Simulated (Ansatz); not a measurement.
## Where V_Br puts its levels in the gap of Na3BrO (Pm-3m)

Wanted: the transition levels of a vacancy in Na3BrO (Pm-3m), from a cell of 60 host atoms with 1 Br taken out.

Program: Ansatz 0.2.0. Level of theory: place-levels on PBEsol runs: charge-transition levels and formation energies with image-charge correction and potential alignment at the atomic sites. Results are calculated unless marked as measured.

**1. Set-up**

The cell holds 59 atoms: 36 Na, 11 Br and 12 O. Cell: a = 10.156 Å, b = 12.847 Å, c = 9.084 Å, α = 90.0°, β = 90.0°, γ = 108.4°. It derives from Na3BrO (space group Pm-3m). Nearest the centre at fractional (0.667, 0.667, 0.500): Na51 at 3.21 Å, Na36 at 3.21 Å, Na52 at 3.21 Å, Na24 at 3.21 Å, Na47 at 3.21 Å, Na32 at 3.21 Å, Na33 at 3.21 Å, Na48 at 3.21 Å.

Known beforehand: the electronic dielectric constant, 3.26, and the static one, 9.40, from a response run on this crystal (DFPT, PBEsol) at that run's own cell.

The cell's shortest repeat is 9.1 Å.

**2. What was run first**

Levels follow from differences of total energies between charge states, each relaxed by itself.

Random displacements of about 0.05 Å break the site symmetry at the start, so that the relaxation can reach a distorted minimum if there is one. Forces are taken at one point at (¼, ¼, ¼). The cell holds 1 electron more than the neutral one, with a uniform background that keeps it neutral on the whole.

The sampling was tested on the host first: at the k-points planned (1x1x1 shifted 0.25 0.25 0.25) its energy lies 0.000 eV an atom from the dense-mesh value, under the bound of 0.02 eV set for this test; that bounds the host's error, not the defect's.

One state's input; the others differ in charge, spin, start and seed, and in occupations where the table says so.

The input, qm1.relax/input.yaml:

```yaml
crystal:
  lattice:
    - [9.08406599, 4.54203299, 0.0]
    - [-9.08406599, 9.08406599, 0.0]
    - [0.0, 0.0, 9.08406599]
  atoms:
    - { symbol: Na, position: [0.16666667, 0.16666667, 0.25] }
    - { symbol: Na, position: [0.5, 0.0, 0.25] }
[... 12 atom lines left out ...]
    - { symbol: O, position: [0.66666667, 0.41666667, 0.25] }
[... 8 atom lines left out ...]
    - { symbol: Na, position: [0.66666667, 0.41666667, 0.5] }
[... 5 atom lines left out ...]
    - { symbol: O, position: [0.66666667, 0.41666667, 0.75] }
[... 1 atom line left out ...]
    - { symbol: Na, position: [0.5, 0.5, 0.25] }
    - { symbol: Na, position: [0.83333333, 0.83333333, 0.25] }
[... 1 atom line left out ...]
    - { symbol: Na, position: [0.5, 0.75, 0.25] }
    - { symbol: Na, position: [0.83333333, 0.58333333, 0.25] }
[... 6 atom lines left out ...]
    - { symbol: O, position: [0.0, 0.75, 0.25] }
    - { symbol: O, position: [0.33333333, 0.58333333, 0.25] }
    - { symbol: O, position: [0.66666667, 0.91666667, 0.25] }
[... 1 atom line left out ...]
    - { symbol: Na, position: [0.5, 0.5, 0.75] }
    - { symbol: Na, position: [0.83333333, 0.83333333, 0.75] }
[... 1 atom line left out ...]
    - { symbol: Na, position: [0.5, 0.75, 0.75] }
    - { symbol: Na, position: [0.83333333, 0.58333333, 0.75] }
    - { symbol: Na, position: [0.0, 0.75, 0.5] }
    - { symbol: Na, position: [0.33333333, 0.58333333, 0.5] }
    - { symbol: Na, position: [0.66666667, 0.91666667, 0.5] }
[... 2 atom lines left out ...]
    - { symbol: O, position: [0.0, 0.75, 0.75] }
    - { symbol: O, position: [0.33333333, 0.58333333, 0.75] }
    - { symbol: O, position: [0.66666667, 0.91666667, 0.75] }
  host:
    repeats: [1, 2, 2]
    atoms:
      - { symbol: Na, position: [0.16666667, 0.33333333, 0.5] }
      - { symbol: Na, position: [0.5, 0.0, 0.5] }
      # ... 13 more atoms of the perfect host
total_charge: -1
basis:
  ecutwfc: 420
  xc_grid: 2
hamiltonian:
  xc: pbesol
kpoints:
  mp_grid: { grid: [1, 1, 1], shift: [0.25, 0.25, 0.25] }
scf:
  occupations: { method: fixed }
  max_iter: 80
output:
  forces: true
  charged_corrections:
    epsilon: 3.26
    static_epsilon: 9.4
    defect_position: [0.666667, 0.666667, 0.5]
relax:
  f_tol: 0.02
  max_steps: 80
  random_displacement: { amplitude: 0.05, seed: 3850 }
checkpoint:
  write: "../qm1.relax.run"
  compress: false
  write_wavefunctions: true
  write_every: 100000
```

On the command line:

```
$ ansatz run input.yaml --threads 4 --pin off --max-ram 7536MiB --backend cpu --events-out ev --progress --plain --runs-dir out
```

The relaxed structure is kept and the sampling changed to a 2×2×2 shifted mesh.

The run of this state that the levels use, under PBEsol:

The input, qm1.point/input.yaml:

```yaml
crystal:
  checkpoint: "../qm1.relax.run"
  host: checkpoint
total_charge: -1
basis:
  ecutwfc: 420
  xc_grid: 2
hamiltonian:
  xc: pbesol
kpoints:
  mp_grid: { grid: [2, 2, 2], shift: [0.5, 0.5, 0.5] }
scf:
  occupations: { method: fermi_dirac, width: 0.01 }
  max_iter: 80
output:
  forces: true
  eigenvalues: true
  charged_corrections:
    epsilon: 3.26
    static_epsilon: 9.4
    defect_position: [0.666667, 0.666667, 0.5]
  eigenstates: { localisation: true }
  populations: true
  band_densities: [{ bands: [v1, v1] }, { bands: [c1, c1] }]
  write_density: true
  write_potential: true
  volumetric_format: npy
  elf: true
checkpoint:
  read: "../qm1.relax.run"
  write: "../qm1.point.run"
  compress: false
  write_wavefunctions: false
  write_every: 100000
```

Relaxations under PBEsol at one point at (¼, ¼, ¼); times on 4 threads of Arm Neoverse V1, shared host:

| charge | moment (μB) | occupations | outcome | steps | largest displacement against the far atoms (Å) | time |
| --- | --- | --- | --- | --- | --- | --- |
| −1 | 0 | fixed | converged | 4 | 0.08 | 57 s |
| 0 | 1 | fixed | converged | 4 | 0.02 | 2 min |
| +1 | 0 | fixed | converged | 4 | 0.13 | 60 s |
| −1 | 2 | fixed | converged | 4 | 0.03 | 2.2 min |

Single points under PBEsol at a 2×2×2 shifted mesh; times on 4 threads of Arm Neoverse V1, shared host:

| charge | moment (μB) | occupations | outcome | time |
| --- | --- | --- | --- | --- |
| −1 | 0 | fermi-dirac | converged | 1.7 min |
| 0 | 1 | fermi-dirac | converged | 3.8 min |
| +1 | 0 | fermi-dirac | converged | 1.9 min |
| −1 | 2 | fermi-dirac | converged | 4.1 min |

Distances (Å) from the ideal centre to the nearest atoms after relaxation with PBEsol:

| charge | moment (μB) | 1. | 2. | 3. | 4. | 5. | 6. |
| --- | --- | --- | --- | --- | --- | --- | --- |
| −1 | 0 | Na 3.13 | Na 3.13 | Na 3.14 | Na 3.14 | Na 3.14 | Na 3.14 |
| −1 | 2 | Na 3.21 | Na 3.21 | Na 3.21 | Na 3.21 | Na 3.21 | Na 3.21 |
| 0 | 1 | Na 3.21 | Na 3.22 | Na 3.22 | Na 3.22 | Na 3.22 | Na 3.22 |
| +1 | 0 | Na 3.32 | Na 3.32 | Na 3.32 | Na 3.32 | Na 3.33 | Na 3.33 |

**3. Placing the levels, PBEsol**

A charged cell interacts with its images and the background, and its potential has another zero than the host's. place-levels removes the first by a point-charge model, screened by the static dielectric constant since the ions have relaxed around the charge, and the second by comparing potentials at atoms far from the defect.

The host is a run of the defect-free crystal in the same cutoffs, grids and k-points, so that basis and sampling errors cancel in part in the differences. Its band edges come from a run of the primitive cell that searches the zone for them. The host is run in a cell of 15 atoms on a matching mesh. Chemical potentials are energies per atom of Br (solid Br2 (Cmce)), run with the same functional and cutoff.

The input, levels.point.yaml:

```yaml
host:
  run: host.point.run
  levels_from: { run: edges.point.run }
states: [qm1.point.run, q0_M1.point.run, qp1.point.run, qm1_M2.point.run]
geometry_from:
  qm1.point.run: qm1.relax.run
  q0_M1.point.run: q0_M1.relax.run
  qp1.point.run: qp1.relax.run
  qm1_M2.point.run: qm1_M2.relax.run
chemical_potentials:
  Br:
    energy: -2736.47272
    dataset: "<sha256 of the dataset>"
epsilon: 3.26
static_epsilon: 9.4
vertical:
  - { from: qm1.point.run, to: qm1.point_neutral.run }
  - { from: qp1.point.run, to: qp1.point_neutral.run }
  - { from: qm1_M2.point.run, to: qm1_M2.point_neutral.run }
```

On the command line:

```
$ ansatz place-levels levels.point.yaml -- --threads 4 --pin off --max-ram 7536MiB
```

Numbers of over 12 decimals in the logs are rounded to 6 here.

What it wrote:

```text
[... repeated set-up lines and file paths are left out, and long positions are rounded to six places ...]
(+1/0) 1.676 eV above the valence edge, 0.261 eV under the conduction edge
(0/-1) 2.152 eV above the valence edge (+2.303 eV without the band-filling correction), in the conduction band
formation energy of charge +1: +2.100 eV with the Fermi level at the valence edge
formation energy of charge 0: +3.776 eV with the Fermi level at the valence edge
formation energy of charge -1: +5.928 eV with the Fermi level at the valence edge
vertical -1 to 0: no energy, since no alignment is typed
  the change from vertical[0].from (qm1.point.run) to vertical[0].to (qm1.point_neutral.run): by its potential at epsilon 3.26 it stands at 0.667 0.667 0.500, with an rms radius of about 3.1 Å (1.7 2.0 1.8 Å across the planes of the cell's vectors); [...]
vertical +1 to 0: no energy, since no alignment is typed
  the change from vertical[1].from (qp1.point.run) to vertical[1].to (qp1.point_neutral.run): by its potential at epsilon 3.26 it stands at 0.667 0.667 0.499, with an rms radius of about 2.8 Å (1.5 1.8 1.6 Å across the planes of the cell's vectors); [...]
vertical -1 to 0: no energy, since no alignment is typed
  the change from vertical[2].from (qm1_M2.point.run) to vertical[2].to (qm1_M2.point_neutral.run): by its potential at epsilon 3.26 it stands at 0.668 0.167 0.500, with an rms radius of about 6.5 Å (3.7 4.3 3.2 Å across the planes of the cell's vectors); [...]
  edges by pbesol of host.levels_from (edges.point.run), its mesh sampled to repeats of 27.25 Å (the valence edge +0.043 eV and the conduction edge -0.624 eV from those of the host's own run), gap 1.938 eV; the host is sampled to repeats of 27.25 Å
  the defect's cells are sampled to repeats of 27.25 Å, like sampling
  charge +1: -90016.5401 eV with its correction of -0.025 eV, at epsilon 9.4, aligned at sites: -0.2295 eV, mean over 39 atomic sites at or beyond 4.54 Å from the defect at [0.6667, 0.6667, 0.5000], with +0.000000 for the charge's moments and without [...]
  charge 0: +0.000 eV for its dipole among its images, +0.000 omitted
  charge -1: -90005.5053 eV with its correction of +0.394 eV, at epsilon 9.4, aligned at sites: -0.1899 eV, mean over 39 atomic sites at or beyond 4.54 Å from the defect at [0.6667, 0.6667, 0.5000], with +0.000000 for the charge's moments and without [...]
  charge -1: states[3] (qm1_M2.point.run) stands 0.651 eV higher, with a moment of 2.00 μB against 0.00
  of states[0] (qm1.point.run): it parts from the run at its places by a charge that spreads by about 1.8 Å along one vector (1.6 Å or more is wide), by its potential at epsilon 3.26, taken for that of held ions (one typed too small widens it), where the cell [...]
  of states[3] (qm1_M2.point.run): it parts from the run at its places by a charge that spreads by about 3.7 Å along one vector (1.7 Å or more is wide), by its potential at epsilon 3.26, taken for that of held ions (one typed too small widens it), where the [...]
  of vertical[0].from (qm1.point.run): it parts from the run at its places by a charge that spreads by about 1.8 Å along one vector (1.6 Å or more is wide), by its potential at epsilon 3.26, taken for that of held ions (one typed too small widens it), where [...]
  of vertical[2].from (qm1_M2.point.run): its displacements don't fall off away from the defect: farther atoms stand 0.018 Å off the host's places. [...]
  of vertical[2].to (qm1_M2.point_neutral.run): its displacements don't fall off away from the defect: farther atoms stand 0.018 Å off the host's places. [...]
```

The job ended after 0.49 s (4 threads of Arm Neoverse V1, shared host).

Under PBEsol the gap is 1.94 eV, (+1/0) 1.68, (0/−1) 2.15 (outside the gap) (with band filling) eV.

Levels between the charges placed, in eV above the valence top:

|  | gap (eV) | (+1/0) | (0/−1) |
| --- | --- | --- | --- |
| PBEsol | 1.94 | 1.68 | 2.15 |

Corrections by state:

| charge | moment (μB) | image terms and alignment (eV) | band filling (eV) | ε used | over the lowest of its charge, as the program ranks them, band filling apart (eV) |
| --- | --- | --- | --- | --- | --- |
| +1 | 0.0 | -0.025 | - | 9.40 | 0.000 |
| 0 | 1.0 | 0.000 | - | - | 0.000 |
| −1 | 0.0 | 0.394 | -0.152 | 9.40 | 0.000 |
| −1 | 2.0 | 0.366 | - | 9.40 | 0.651 |

The charged structures listed were also run neutral, and place-levels reads from each pair, by the potential or the spins, how wide the charge is by which they differ; that can be the carrier of either run.

| charge | rms radius (Å) | spread where it is widest against the cell (Å) | wide from (Å) | reading |
| --- | --- | --- | --- | --- |
| +1 | 2.8 | 1.57 | 1.57 | narrow |
| −1 | 3.1 | 1.76 | 1.57 | wide |

The neutral runs of these pairs need not share the spin of the lowest neutral state, and very wide values only mean spread over the cell.

From the program's caveats on the states, each cut to its opening words:

- charge −1: it parts from the run at its places by a charge that spreads by about 1.8 Å along one vector (1.6 Å or more is wide), by its potential at epsilon 3.26, taken [...]
- charge −1: a band-filling correction moves a carrier to the host's band edge, which changes its energy by -0.152 eV
- charge −1 (2 μB): it parts from the run at its places by a charge that spreads by about 3.7 Å along one vector (1.7 Å or more is wide), by its potential at epsilon 3.26, taken [...]
- charge −1 (2 μB): its alignment with the host at atomic sites is doubtful: the mean over the far sites moves by -0.0737 eV from their farther parts to their nearer, more than [...]
- charge −1 (2 μB): its displacements don't fall off away from the defect: farther atoms stand 0.018 Å off the host's places
- charge −1 (2 μB): its moments are held at its close (magnetization.spin_locking), by a field of 0.263 eV a Bohr magneton, and its energy and levels are of the state that this [...]

Chemical potentials of the elements' reference phases, run alike. Formation energy by charge state (elemental references; gap 1.94 eV):

| charge | at valence top (eV) | at conduction bottom (eV) | correction included (eV) |
| --- | --- | --- | --- |
| +1 | 2.10 | 4.04 | -0.02 |
| 0 | 3.78 | 3.78 | 0.00 |
| −1 | 5.93 | 3.99 | 0.24 |

Fermi level (eV), lowest formation energy (eV) and a bar from the least value:
```
     0.00       2.10 
     0.18       2.28 ###
     0.35       2.45 ######
     0.53       2.63 #########
     0.70       2.80 #############
     0.88       2.98 ################
     1.06       3.16 ###################
     1.23       3.33 ######################
     1.41       3.51 #########################
     1.59       3.69 ############################
     1.76       3.78 ##############################
     1.94       3.78 ##############################
```

[end of part 1 of 2]

[Logs are printed without paths, hosts, clocks, repeated set-up lines and the standing remarks that a program may print on its own settings, such as how far it seeks lower states.]

[Hosts, paths, dates, database ids (printed as entryN), source tags and the programs' standing remarks are cut or masked in the printed files.]

[Where a table of states has a column of steps, it counts the stored structures, which are thinned; the runs took as many ionic steps or more.]

[A defect's name tells the site on which it was built; relaxed atoms can leave that site.]

[For some hosts the program warned that the k-mesh of the response run may be too coarse for force constants and the static dielectric constant; such warnings are not shown here.]
